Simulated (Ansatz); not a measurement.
# TiSi2: valence-band photoemission, part 2 of 3

Wanted: projected DOS of TiSi2, weighted into photoemission and X-ray emission spectra, at several levels of theory.

Ansatz 0.2.0; DFT, PBE, plane-wave PAW, default files, scalar-relativistic (the session's first sound run).

So far. Step 2 (Self-consistent run, DOS and bands): At the Fermi level the DOS is 2.18 states/eV a cell, and on the broadened curves Ti 3d holds 70 % of the total there.

The database entry behind the starting cell is an old determination (1939), so it need not match the best structure at ambient conditions.

## 3. With PBEsol

This step: DFT, PBEsol, plane-wave PAW, default files, scalar-relativistic (Ansatz 0.2.0).

The run is repeated with PBEsol on the same cell, to see how much the levels hang on the functional.

input.yaml reads:

```yaml
crystal:
  lattice:
    - [0.0, 4.118, 4.2615]
    - [2.3865, 0.0, 4.2615]
    - [2.3865, 4.118, 0.0]
  atoms:
    - { symbol: Ti, position: [0.5, 0.5, 0.5] }
    - { symbol: Ti, position: [0.75, 0.75, 0.75] }
    - { symbol: Si, position: [0.833, 0.167, 0.833] }
    - { symbol: Si, position: [0.167, 0.833, 0.167] }
    - { symbol: Si, position: [0.417, 0.083, 0.417] }
    - { symbol: Si, position: [0.083, 0.417, 0.083] }
kpoints:
  mp_grid: { grid: [10, 10, 10] }
  band_path:
    path:
      - [[0.0, 0.0, 0.0], [0.5, 0.0, 0.5], [1.0, 0.5, 0.5], [0.5, 0.5, 0.0], [0.0, 0.0, 0.0], [0.0, 0.412367, 0.412367]]
      - [[1.0, 0.587633, 0.587633], [1.0, 0.5, 0.5]]
      - [[0.5, 0.0, 0.5], [0.5, 0.244441, 0.744441]]
      - [[0.5, 0.755559, 0.255559], [0.5, 0.5, 0.0]]
      - [[0.0, 0.0, 0.0], [0.5, 0.5, 0.5]]
    npoints: 10
scf:
  occupations: { method: fermi_dirac, width: 0.05 }
  n_extra_bands: 16
hamiltonian:
  xc: pbesol
  pseudopotentials: { kind: paw }
output:
  forces: true
  stress: true
  dos:
    projected: true
    de: 0.05
    e_range: [-30, 12]
    nscf_kmesh: { grid: [16, 16, 16] }
  fatbands: true
```

The run is started by

```sh
$ ansatz run input.yaml --threads 2 --pin off --max-ram 4096MiB --backend cpu --events-out ev --progress --plain --runs-dir out
```

Numbers of over 12 decimals in the logs are rounded to 6 here.

Log:

```text
[...]
Crystal: 6 atoms, lattice volume = 83.761 Å³
Basis set: ecut = 420 eV, 1617 PW (Γ), exchange–correlation on 80×72×64 points (8 copies of the dense FFT grid, shifted against one another)
Bands: 36, of which v1, the nominal top of the filled ones, is band 20 counted from 1 (19 counted from 0)
Symmetry: 8 space group operations
[...]
k-points: 171 of 1000
[...]
SCF iter   1: F=—  HF=-7437.788730 eV  |F-HF|=—  |Δ(HF+E_count)|=         —  Δρ=4.07e-3  dr2=2.00e-2  ethr=1.77e-3  ⟨swp⟩=5.0  Hψ=27603  notcnv=0  defer=273
[...]
SCF iter   6: F=-7437.784103 eV  HF=-7437.784103 eV  |F-HF|=1.16e-9  |Δ(HF+E_count)|=   2.59e-8  Δρ=1.95e-6  dr2=3.06e-9  ethr=2.50e-10  ⟨swp⟩=8.6  Hψ=26365  notcnv=0
SCF 1 converged in 6 iterations: F = -7437.784103 eV  dr2 = 3.06e-9
[...]
NSCF: frozen V_eff on 95 k-points
[...]
SCF converged after 6 iterations
Free energy (F): -7437.784103 eV
[...]
Internal energy: -7437.767086 eV  (E = F + TS)
E sigma→0 (E₀):  -7437.775594 eV
Entropy (-TS):   -0.017016 eV (-2.836 meV/atom)
Fermi energy:    12.575104 eV
[...]
--- Forces (eV/Å), atoms counted from 1 ---
  atom   1  Ti     0.00000000     0.00000000     0.00000000
  atom   2  Ti    -0.00000000     0.00000000     0.00000000
  atom   3  Si     0.00000000     0.17268438     0.00000000
  atom   4  Si     0.00000000    -0.17268438     0.00000000
  atom   5  Si     0.00000000    -0.17268438     0.00000000
  atom   6  Si     0.00000000     0.17268438     0.00000000
  max |Σ_I F_I| component: 5.55e-17 eV/Å
--- Stress (GPa, compression-positive) ---
       -1.047021       0.000000       0.000000
        0.000000      -2.244782       0.000000
        0.000000       0.000000      -1.983575
  P = ⅓ Tr σ = -1.7585 GPa (-17.585 kbar)
--- Band table (eV; the first three rows and the last of 171) ---
  k-point 0: bands = [... 16 lower, 10.3294, 10.6503, 10.8693, 11.0770, 11.6352, 14.5994, 15.7878, 15.9010, ... 12 higher]
  k-point 1: bands = [... 16 lower, 10.1718, 10.5944, 11.1160, 11.2498, 11.6138, 14.4914, 15.6630, 15.7379, ... 12 higher]
  k-point 2: bands = [... 16 lower, 10.6217, 10.8415, 11.3214, 11.4300, 11.9052, 14.1828, 15.3493, 15.4844, ... 12 higher]
  k-point 170: bands = [... 16 lower, 10.9825, 10.9825, 11.5389, 11.5389, 13.3824, 13.3824, 15.8186, 15.8186, ... 12 higher]
```

It took 46 s on 2 threads of Arm Neoverse V2, shared host; peak memory 1 GiB; 92 s of CPU time.

Numbers from this step:

* free energy: -7437.7841 eV
* energy at zero smearing: -7437.7756 eV
* smearing term TS: 0.01702 eV
* Fermi energy: 12.58 eV
* pressure: -1.758 GPa
* share of occupied states in no projected shell: 0.0182 of the occupied states in the window
* DOS at the Fermi level: 2.180 states/eV/cell

Electronic bands along the path, in eV, zero at the Fermi level; # counts the bands kept:

| point | #9 | #10 | #11 | #12 | #13 | #14 | #15 | #16 |
| --- | --- | --- | --- | --- | --- | --- | --- | --- |
| Γ | -2.25 | -1.93 | -1.71 | -1.50 | -0.94 | 2.02 | 3.21 | 3.32 |
| halfway | -1.85 | -1.52 | -1.46 | -1.31 | -1.15 | 1.62 | 2.94 | 3.10 |
| Y | -2.41 | -2.41 | -0.86 | -0.86 | 1.27 | 1.27 | 3.30 | 3.30 |
| halfway | -1.10 | -1.10 | -0.73 | -0.73 | 0.97 | 0.97 | 2.65 | 2.65 |
| T | -1.26 | -1.26 | -0.66 | -0.66 | 0.92 | 0.92 | 2.29 | 2.29 |
| halfway | -1.32 | -1.32 | -0.55 | -0.55 | 0.78 | 0.78 | 2.05 | 2.05 |
| Z | -1.59 | -1.59 | -1.04 | -1.04 | 0.81 | 0.81 | 3.24 | 3.24 |
| halfway | -1.76 | -1.65 | -1.62 | -1.35 | -1.10 | 1.41 | 3.17 | 3.21 |
| Γ | -2.25 | -1.93 | -1.71 | -1.50 | -0.94 | 2.02 | 3.21 | 3.32 |
| halfway | -2.12 | -0.34 | -0.23 | 0.07 | 0.12 | 1.56 | 1.68 | 2.06 |
| Σ0 | -1.38 | -0.44 | 0.01 | 0.08 | 0.82 | 0.99 | 1.83 | 2.58 |
| jump to U0 | -1.38 | -0.44 | 0.01 | 0.08 | 0.82 | 0.99 | 1.83 | 2.58 |
| halfway | -1.03 | -0.84 | -0.59 | -0.28 | 0.90 | 0.95 | 2.06 | 2.50 |
| T | -1.26 | -1.26 | -0.66 | -0.66 | 0.92 | 0.92 | 2.29 | 2.29 |
| jump to Y | -2.41 | -2.41 | -0.86 | -0.86 | 1.27 | 1.27 | 3.30 | 3.30 |
| halfway | -1.55 | -1.55 | -1.18 | -1.18 | 1.35 | 1.35 | 2.80 | 2.80 |
| C0 | -1.73 | -1.73 | -1.34 | -1.34 | 1.40 | 1.40 | 2.15 | 2.15 |
| jump to A0 | -1.73 | -1.73 | -1.34 | -1.34 | 1.40 | 1.40 | 2.15 | 2.15 |
| halfway | -1.75 | -1.75 | -1.18 | -1.18 | 1.24 | 1.24 | 1.85 | 1.85 |
| Z | -1.59 | -1.59 | -1.04 | -1.04 | 0.81 | 0.81 | 3.24 | 3.24 |
| jump to Γ | -2.25 | -1.93 | -1.71 | -1.50 | -0.94 | 2.02 | 3.21 | 3.32 |
| halfway | -1.79 | -1.42 | -1.22 | -1.02 | -0.36 | 1.41 | 2.66 | 2.74 |
| L | -1.98 | -1.09 | -0.05 | 0.17 | 1.04 | 1.36 | 1.78 | 2.26 |

Of the projections kept (Ti s, Ti d, Si s, Si p, not projected), the largest for each band there; the rest of the weight can lie on other orbitals:

| point | #9 | #10 | #11 | #12 | #13 | #14 | #15 | #16 |
| --- | --- | --- | --- | --- | --- | --- | --- | --- |
| Γ | Si p 0.55 | Si p 0.95 | Si p 0.74 | Si p 0.66 | Ti d 0.81 | Ti d 0.98 | Ti d 0.65 | Ti d 0.43 |
| Y | Si p 0.81 | Si p 0.81 | Ti d 0.74 | Ti d 0.74 | Ti d 0.80 | Ti d 0.80 | Ti d 0.69 | Ti d 0.69 |
| T | Ti d 0.56 | Ti d 0.56 | Ti d 0.61 | Ti d 0.61 | Ti d 0.75 | Ti d 0.75 | Ti d 0.59 | Ti d 0.59 |
| Z | Si p 0.74 | Si p 0.74 | Ti d 0.72 | Ti d 0.72 | Ti d 0.64 | Ti d 0.64 | Ti d 0.58 | Ti d 0.58 |
| Γ | Si p 0.55 | Si p 0.95 | Si p 0.74 | Si p 0.66 | Ti d 0.81 | Ti d 0.98 | Ti d 0.65 | Ti d 0.43 |
| Σ0 | Si p 0.50 | Ti d 0.71 | Ti d 0.70 | Ti d 0.78 | Ti d 0.75 | Ti d 0.84 | Si p 0.49 | Ti d 0.82 |

The DOS has structure finer than the step of the table below, so its rows give means over 1 eV, whole bins alone (the curve runs from -14.0 to 6.97 eV). Peaks (eV: height): total -1.1: 5.75, 2.7: 8.46, 3.7: 5.83, 4.1: 6.49; Si 3p -2.0: 2.66, -1.5: 2.57, 4.3: 2.09, 5.1: 1.60; Ti 3d -1.1: 3.25, 1.4: 3.20, 2.9: 5.64, 4.1: 2.82; Si 3s -10.5: 0.828, -8.1: 0.885, 2.7: 0.929, 3.1: 0.937; Ti 4s 3.7: 0.364, 4.1: 0.516, 5.8: 0.266, 6.8: 0.282.

* holds the states left over by the projection beside any projected weight of its own. The DOS by E, zero at the Fermi level; means over each step; values in states/eV/cell:

| E (eV) | total | Si 3p | Ti 3d | Si 3s | Ti 4s | Ti 4p* |
| --- | --- | --- | --- | --- | --- | --- |
| -13 | 0.00836 | 2.0e-4 | 1.0e-5 | 0.00429 | 0.00384 | 7.2e-6 |
| -12 | 0.445 | 0.0558 | 0.00232 | 0.230 | 0.153 | 0.00309 |
| -11 | 0.966 | 0.243 | 0.0182 | 0.524 | 0.166 | 0.0140 |
| -10 | 0.964 | 0.313 | 0.0421 | 0.525 | 0.0682 | 0.0163 |
| -9 | 1.20 | 0.435 | 0.0856 | 0.593 | 0.0694 | 0.0177 |
| -8 | 1.62 | 0.577 | 0.176 | 0.764 | 0.0820 | 0.0209 |
| -7 | 1.11 | 0.422 | 0.136 | 0.488 | 0.0534 | 0.0141 |
| -6 | 1.46 | 0.522 | 0.191 | 0.649 | 0.0761 | 0.0235 |
| -5 | 1.70 | 1.08 | 0.218 | 0.264 | 0.108 | 0.0270 |
| -4 | 2.11 | 1.29 | 0.342 | 0.309 | 0.126 | 0.0422 |
| -3 | 2.69 | 1.61 | 0.584 | 0.312 | 0.102 | 0.0748 |
| -2 | 3.89 | 2.16 | 1.30 | 0.246 | 0.0530 | 0.130 |
| -1 | 4.54 | 1.66 | 2.53 | 0.144 | 0.0331 | 0.178 |
| 0 | 2.10 | 0.508 | 1.43 | 0.0613 | 0.0110 | 0.0920 |
| 1 | 3.01 | 0.508 | 2.21 | 0.111 | 0.0261 | 0.160 |
| 2 | 2.62 | 0.666 | 1.56 | 0.244 | 0.0400 | 0.116 |
| 3 | 6.12 | 1.03 | 3.85 | 0.728 | 0.158 | 0.354 |
| 4 | 5.30 | 1.50 | 2.20 | 0.624 | 0.361 | 0.615 |
| 5 | 3.49 | 1.36 | 1.06 | 0.314 | 0.213 | 0.547 |
| 6 | 3.38 | 1.59 | 0.698 | 0.218 | 0.218 | 0.660 |

This run's widths, added to any smearing of the DOS itself: Gaussian 0.45 eV, Lorentzian 0.05 eV plus 0.08 an eV of depth. Table of intensity by binding energy, zero at the Fermi level; values in % of the maximum within 13 eV:

| binding energy (eV) | 21.2 eV | 150 eV | 1486.7 eV | 5414.7 eV | 8047.8 eV |
| --- | --- | --- | --- | --- | --- |
| -1.0 | 1.21 | 1.31 | 2.21 | 1.61 | 1.57 |
| -0.5 | 2.85 | 2.92 | 3.64 | 2.30 | 2.20 |
| 0.0 | 34.9 | 33.5 | 25.6 | 10.7 | 9.64 |
| 0.5 | 73.0 | 70.7 | 56.0 | 23.7 | 21.3 |
| 1.0 | 97.9 | 97.1 | 82.4 | 35.0 | 31.3 |
| 1.5 | 79.9 | 83.8 | 89.3 | 43.7 | 40.0 |
| 2.0 | 53.6 | 60.3 | 86.1 | 50.7 | 47.6 |
| 2.5 | 37.0 | 44.4 | 82.3 | 56.0 | 53.8 |
| 3.0 | 27.6 | 34.7 | 78.5 | 59.3 | 57.9 |
| 3.5 | 21.1 | 27.9 | 74.2 | 59.5 | 58.5 |
| 4.0 | 18.0 | 24.5 | 71.1 | 59.0 | 58.3 |
| 4.5 | 15.9 | 22.3 | 68.7 | 57.7 | 57.0 |
| 5.0 | 12.8 | 18.6 | 64.2 | 55.7 | 55.2 |
| 5.5 | 10.9 | 15.9 | 72.3 | 68.4 | 68.2 |
| 6.0 | 11.3 | 16.8 | 91.9 | 90.2 | 90.1 |
| 6.5 | 10.2 | 15.3 | 86.9 | 85.9 | 85.8 |
| 7.0 | 9.22 | 14.0 | 80.3 | 79.3 | 79.3 |
| 7.5 | 9.76 | 14.9 | 88.6 | 87.9 | 87.8 |
| 8.0 | 10.2 | 16.0 | 99.8 | 99.7 | 99.7 |
| 8.5 | 8.49 | 13.9 | 91.5 | 91.9 | 91.9 |
| 9.0 | 7.12 | 12.1 | 84.0 | 84.9 | 85.0 |
| 9.5 | 6.08 | 10.7 | 78.3 | 79.8 | 80.1 |
| 10.0 | 5.08 | 9.51 | 74.6 | 76.9 | 77.2 |
| 10.5 | 4.54 | 9.16 | 77.2 | 80.7 | 81.3 |
| 11.0 | 3.14 | 7.51 | 67.1 | 71.4 | 72.3 |
| 11.5 | - | 5.52 | 52.0 | 56.4 | 57.4 |
| 12.0 | - | 3.76 | 36.7 | 40.4 | 41.3 |
| 12.5 | - | 2.25 | 21.8 | 24.1 | 24.6 |
| 13.0 | - | 1.28 | 11.7 | 12.7 | 13.0 |
| 13.5 | - | 0.828 | 7.03 | 7.56 | 7.69 |
| 14.0 | - | 0.601 | 4.83 | 5.14 | 5.21 |

Spectra as before, but with a recipe of its own (widths, and in some runs the light), which changes peak heights and what is resolved: Gaussian 0.45 eV, Lorentzian 0.05 eV plus 0.08 times the binding energy, linear light, analyser at 0°, Fermi edge at 20 K; some photon energies differ too.

Side by side:

| quantity | this run | base run | difference |
| --- | --- | --- | --- |
| DOS at the Fermi level (states/eV/cell) | 2.1801 | 2.1794 | 7.0e-4 |

## 4. With RPBE

This step: DFT, RPBE, plane-wave PAW, default files, scalar-relativistic (Ansatz 0.2.0).

The run is repeated with RPBE on the same cell, to see how much the levels hang on the functional.

Changes to input.yaml since step 3:

```diff
@@ -26,3 +26,3 @@
 hamiltonian:
-  xc: pbesol
+  xc: rpbe
   pseudopotentials: { kind: paw }
```

Log:

```text
[...]
Crystal: 6 atoms, lattice volume = 83.761 Å³
Basis set: ecut = 420 eV, 1617 PW (Γ), exchange–correlation on 80×72×64 points (8 copies of the dense FFT grid, shifted against one another)
Bands: 36, of which v1, the nominal top of the filled ones, is band 20 counted from 1 (19 counted from 0)
Symmetry: 8 space group operations
[...]
k-points: 171 of 1000
[...]
SCF iter   1: F=—  HF=-7566.749165 eV  |F-HF|=—  |Δ(HF+E_count)|=         —  Δρ=4.88e-3  dr2=2.61e-2  ethr=1.77e-3  ⟨swp⟩=5.0  Hψ=27591  notcnv=0  defer=260
[...]
SCF iter   6: F=-7566.746194 eV  HF=-7566.746194 eV  |F-HF|=4.57e-10  |Δ(HF+E_count)|=   3.49e-8  Δρ=2.27e-6  dr2=2.94e-9  ethr=2.50e-10  ⟨swp⟩=8.8  Hψ=26381  notcnv=0
SCF 1 converged in 6 iterations: F = -7566.746194 eV  dr2 = 2.94e-9
[...]
SCF converged after 6 iterations
Free energy (F): -7566.746194 eV
[...]
Internal energy: -7566.729260 eV  (E = F + TS)
E sigma→0 (E₀):  -7566.737727 eV
Entropy (-TS):   -0.016934 eV (-2.822 meV/atom)
Fermi energy:    12.777486 eV
[...]
--- Forces (eV/Å), atoms counted from 1 ---
  atom   1  Ti    -0.00000000     0.00000000     0.00000000
  atom   2  Ti     0.00000000     0.00000000     0.00000000
  atom   3  Si     0.00000000     0.22345552     0.00000000
  atom   4  Si     0.00000000    -0.22345552     0.00000000
  atom   5  Si     0.00000000    -0.22345552     0.00000000
  atom   6  Si     0.00000000     0.22345552     0.00000000
  max |Σ_I F_I| component: 2.78e-17 eV/Å
--- Stress (GPa, compression-positive) ---
        5.575686       0.000000       0.000000
        0.000000       4.107229       0.000000
        0.000000       0.000000       5.041171
  P = ⅓ Tr σ = 4.9080 GPa (49.080 kbar)
--- Band table (eV; the first three rows and the last of 171) ---
  k-point 0: bands = [... 16 lower, 10.5184, 10.8063, 11.0347, 11.2486, 11.8426, 14.8106, 15.9947, 16.1197, ... 12 higher]
  k-point 1: bands = [... 16 lower, 10.3434, 10.7587, 11.2909, 11.4319, 11.8196, 14.7021, 15.8646, 15.9450, ... 12 higher]
  k-point 2: bands = [... 16 lower, 10.8016, 11.0242, 11.5076, 11.6252, 12.1034, 14.3925, 15.5495, 15.6930, ... 12 higher]
  k-point 170: bands = [... 16 lower, 11.1493, 11.1493, 11.7369, 11.7369, 13.5867, 13.5867, 16.0108, 16.0108, ... 12 higher]
```

Elapsed: 47 s, on 2 threads; peak memory 1 GiB.

This step gave:

```yaml
free_energy: -7566.7462 eV
energy_at_zero_smearing: -7566.7377 eV
smearing_term_ts: 0.01693 eV
fermi_energy: 12.78 eV
pressure: 4.908 GPa
share_of_occupied_states_in_no_projected_shell: 0.0185 of the occupied states in the window
dos_at_the_fermi_level: 2.170 states/eV/cell
```

The electronic bands at the labelled points (eV, zero at the Fermi level; # counts the bands kept):

| point | #9 | #10 | #11 | #12 | #13 | #14 | #15 | #16 |
| --- | --- | --- | --- | --- | --- | --- | --- | --- |
| Γ | -2.26 | -1.97 | -1.75 | -1.53 | -0.94 | 2.03 | 3.21 | 3.34 |
| halfway | -1.89 | -1.53 | -1.48 | -1.33 | -1.15 | 1.63 | 2.96 | 3.09 |
| Y | -2.42 | -2.42 | -0.85 | -0.85 | 1.27 | 1.27 | 3.31 | 3.31 |
| halfway | -1.12 | -1.12 | -0.73 | -0.73 | 0.97 | 0.97 | 2.64 | 2.64 |
| T | -1.27 | -1.27 | -0.66 | -0.66 | 0.93 | 0.93 | 2.30 | 2.30 |
| halfway | -1.33 | -1.33 | -0.55 | -0.55 | 0.79 | 0.79 | 2.05 | 2.05 |
| Z | -1.63 | -1.63 | -1.04 | -1.04 | 0.81 | 0.81 | 3.23 | 3.23 |
| halfway | -1.78 | -1.68 | -1.66 | -1.36 | -1.11 | 1.42 | 3.17 | 3.20 |
| Γ | -2.26 | -1.97 | -1.75 | -1.53 | -0.94 | 2.03 | 3.21 | 3.34 |
| halfway | -2.13 | -0.33 | -0.23 | 0.07 | 0.12 | 1.57 | 1.69 | 2.06 |
| Σ0 | -1.39 | -0.45 | 0.01 | 0.08 | 0.82 | 1.00 | 1.83 | 2.58 |
| jump to U0 | -1.39 | -0.45 | 0.01 | 0.08 | 0.82 | 1.00 | 1.83 | 2.58 |
| halfway | -1.04 | -0.85 | -0.59 | -0.28 | 0.90 | 0.95 | 2.06 | 2.51 |
| T | -1.27 | -1.27 | -0.66 | -0.66 | 0.93 | 0.93 | 2.30 | 2.30 |
| jump to Y | -2.42 | -2.42 | -0.85 | -0.85 | 1.27 | 1.27 | 3.31 | 3.31 |
| halfway | -1.57 | -1.57 | -1.19 | -1.19 | 1.35 | 1.35 | 2.80 | 2.80 |
| C0 | -1.75 | -1.75 | -1.34 | -1.34 | 1.40 | 1.40 | 2.16 | 2.16 |
| jump to A0 | -1.75 | -1.75 | -1.34 | -1.34 | 1.40 | 1.40 | 2.16 | 2.16 |
| halfway | -1.77 | -1.77 | -1.19 | -1.19 | 1.24 | 1.24 | 1.85 | 1.85 |
| Z | -1.63 | -1.63 | -1.04 | -1.04 | 0.81 | 0.81 | 3.23 | 3.23 |
| jump to Γ | -2.26 | -1.97 | -1.75 | -1.53 | -0.94 | 2.03 | 3.21 | 3.34 |
| halfway | -1.81 | -1.43 | -1.23 | -1.03 | -0.36 | 1.41 | 2.66 | 2.74 |
| L | -1.99 | -1.09 | -0.05 | 0.17 | 1.04 | 1.35 | 1.78 | 2.25 |

Of the projections kept (Ti s, Ti d, Si s, Si p, not projected), the largest for each band there; the rest of the weight can lie on other orbitals:

| point | #9 | #10 | #11 | #12 | #13 | #14 | #15 | #16 |
| --- | --- | --- | --- | --- | --- | --- | --- | --- |
| Γ | Si p 0.55 | Si p 0.95 | Si p 0.75 | Si p 0.66 | Ti d 0.81 | Ti d 0.98 | Ti d 0.66 | Ti d 0.43 |
| Y | Ti d 0.40 | Ti d 0.40 | Ti d 0.74 | Ti d 0.74 | Ti d 0.80 | Ti d 0.80 | Ti d 0.68 | Ti d 0.68 |
| T | Ti d 0.56 | Ti d 0.56 | Ti d 0.61 | Ti d 0.61 | Ti d 0.75 | Ti d 0.75 | Ti d 0.60 | Ti d 0.60 |
| Z | Si p 0.74 | Si p 0.74 | Ti d 0.73 | Ti d 0.73 | Ti d 0.64 | Ti d 0.64 | Ti d 0.57 | Ti d 0.57 |
| Γ | Si p 0.55 | Si p 0.95 | Si p 0.75 | Si p 0.66 | Ti d 0.81 | Ti d 0.98 | Ti d 0.66 | Ti d 0.43 |
| Σ0 | Si p 0.51 | Ti d 0.71 | Ti d 0.70 | Ti d 0.78 | Ti d 0.75 | Ti d 0.84 | Si p 0.49 | Ti d 0.83 |

The DOS has structure finer than the step of the table below, so its rows give means over 0.5 eV, whole bins alone (the curve runs from -14.1 to 7.03 eV). Peaks (eV: height): total -1.07: 5.64, 2.83: 8.16, 3.62: 5.82, 4.22: 6.45; Si 3p -2.08: 2.56, -1.57: 2.57, 2.62: 1.44, 4.22: 2.08; Ti 3d -1.07: 3.31, 1.32: 2.98, 2.83: 5.52, 3.62: 2.73; Si 3s -10.57: 0.830, -8.18: 0.877, 3.12: 0.949, 3.62: 0.838; Ti 4s -11.57: 0.182, 3.62: 0.353, 4.03: 0.507, 5.83: 0.247.

* holds the states left over by the projection beside any projected weight of its own. DOS against E, zero at the Fermi level; means over each step; values in states/eV/cell:

| E (eV) | total | Si 3p | Ti 3d | Si 3s | Ti 4s | Ti 4p* |
| --- | --- | --- | --- | --- | --- | --- |
| -13.0 | 0 | 0 | 0 | 0 | 0 | 0 |
| -12.5 | 0.166 | 0.00854 | 3.1e-4 | 0.0850 | 0.0710 | 3.6e-4 |
| -12.0 | 0.477 | 0.0582 | 0.00222 | 0.247 | 0.167 | 0.00303 |
| -11.5 | 0.695 | 0.135 | 0.00705 | 0.365 | 0.181 | 0.00740 |
| -11.0 | 0.951 | 0.242 | 0.0174 | 0.513 | 0.166 | 0.0132 |
| -10.5 | 1.31 | 0.395 | 0.0392 | 0.741 | 0.118 | 0.0222 |
| -10.0 | 0.789 | 0.262 | 0.0361 | 0.422 | 0.0554 | 0.0127 |
| -9.5 | 1.18 | 0.421 | 0.0736 | 0.580 | 0.0845 | 0.0168 |
| -9.0 | 1.16 | 0.429 | 0.0837 | 0.573 | 0.0625 | 0.0168 |
| -8.5 | 1.30 | 0.469 | 0.111 | 0.642 | 0.0615 | 0.0193 |
| -8.0 | 1.79 | 0.639 | 0.201 | 0.832 | 0.0937 | 0.0219 |
| -7.5 | 1.22 | 0.450 | 0.152 | 0.551 | 0.0490 | 0.0144 |
| -7.0 | 1.08 | 0.417 | 0.132 | 0.466 | 0.0523 | 0.0135 |
| -6.5 | 1.32 | 0.478 | 0.165 | 0.590 | 0.0696 | 0.0188 |
| -6.0 | 1.61 | 0.575 | 0.202 | 0.726 | 0.0763 | 0.0276 |
| -5.5 | 1.17 | 0.570 | 0.159 | 0.344 | 0.0822 | 0.0169 |
| -5.0 | 1.78 | 1.19 | 0.208 | 0.236 | 0.113 | 0.0287 |
| -4.5 | 2.06 | 1.30 | 0.305 | 0.305 | 0.123 | 0.0359 |
| -4.0 | 2.09 | 1.28 | 0.338 | 0.304 | 0.130 | 0.0415 |
| -3.5 | 2.30 | 1.42 | 0.399 | 0.317 | 0.108 | 0.0555 |
| -3.0 | 2.71 | 1.62 | 0.595 | 0.317 | 0.105 | 0.0753 |
| -2.5 | 3.17 | 1.92 | 0.803 | 0.292 | 0.0625 | 0.101 |
| -2.0 | 3.93 | 2.19 | 1.31 | 0.252 | 0.0522 | 0.129 |
| -1.5 | 4.81 | 2.28 | 2.11 | 0.186 | 0.0534 | 0.181 |
| -1.0 | 4.76 | 1.63 | 2.77 | 0.142 | 0.0309 | 0.190 |
| -0.5 | 2.97 | 0.830 | 1.90 | 0.0972 | 0.0157 | 0.123 |
| 0.0 | 2.14 | 0.499 | 1.48 | 0.0589 | 0.0109 | 0.0942 |
| 0.5 | 1.54 | 0.330 | 1.08 | 0.0431 | 0.00900 | 0.0777 |
| 1.0 | 3.34 | 0.601 | 2.42 | 0.115 | 0.0222 | 0.175 |
| 1.5 | 2.64 | 0.374 | 1.92 | 0.156 | 0.0411 | 0.139 |
| 2.0 | 2.28 | 0.665 | 1.26 | 0.228 | 0.0331 | 0.0957 |
| 2.5 | 5.66 | 1.17 | 3.57 | 0.534 | 0.0991 | 0.285 |
| 3.0 | 6.83 | 1.03 | 4.49 | 0.821 | 0.142 | 0.347 |
| 3.5 | 4.49 | 0.928 | 2.19 | 0.630 | 0.260 | 0.485 |
| 4.0 | 5.46 | 1.56 | 2.30 | 0.612 | 0.392 | 0.597 |
| 4.5 | 4.59 | 1.56 | 1.63 | 0.482 | 0.287 | 0.636 |
| 5.0 | 3.51 | 1.38 | 1.04 | 0.320 | 0.209 | 0.555 |
| 5.5 | 3.22 | 1.41 | 0.812 | 0.218 | 0.194 | 0.591 |
| 6.0 | 3.28 | 1.53 | 0.670 | 0.225 | 0.210 | 0.643 |
| 6.5 | 3.73 | 1.84 | 0.647 | 0.198 | 0.237 | 0.802 |

Side by side:

| quantity | this run | base run | difference |
| --- | --- | --- | --- |
| DOS at the Fermi level (states/eV/cell) | 2.1703 | 2.1794 | -0.00910 |

(Part 2 of 3 ends here.)

[Logs are printed without paths, hosts, clocks, repeated set-up lines and the standing remarks that a program may print on its own settings, such as how far it seeks lower states.]

[Hosts, paths, dates, database ids (printed as entryN), source tags and the programs' standing remarks are cut or masked in the printed files.]

[Maps of the electrostatic potential energy from Ansatz leave out the sawtooth potential of an applied field or a dipole correction, so their vacuum need not be flat; work functions include it.]

[Peak lists hold at most the 14 tallest peaks of each spectrum; further lines can be left out.]
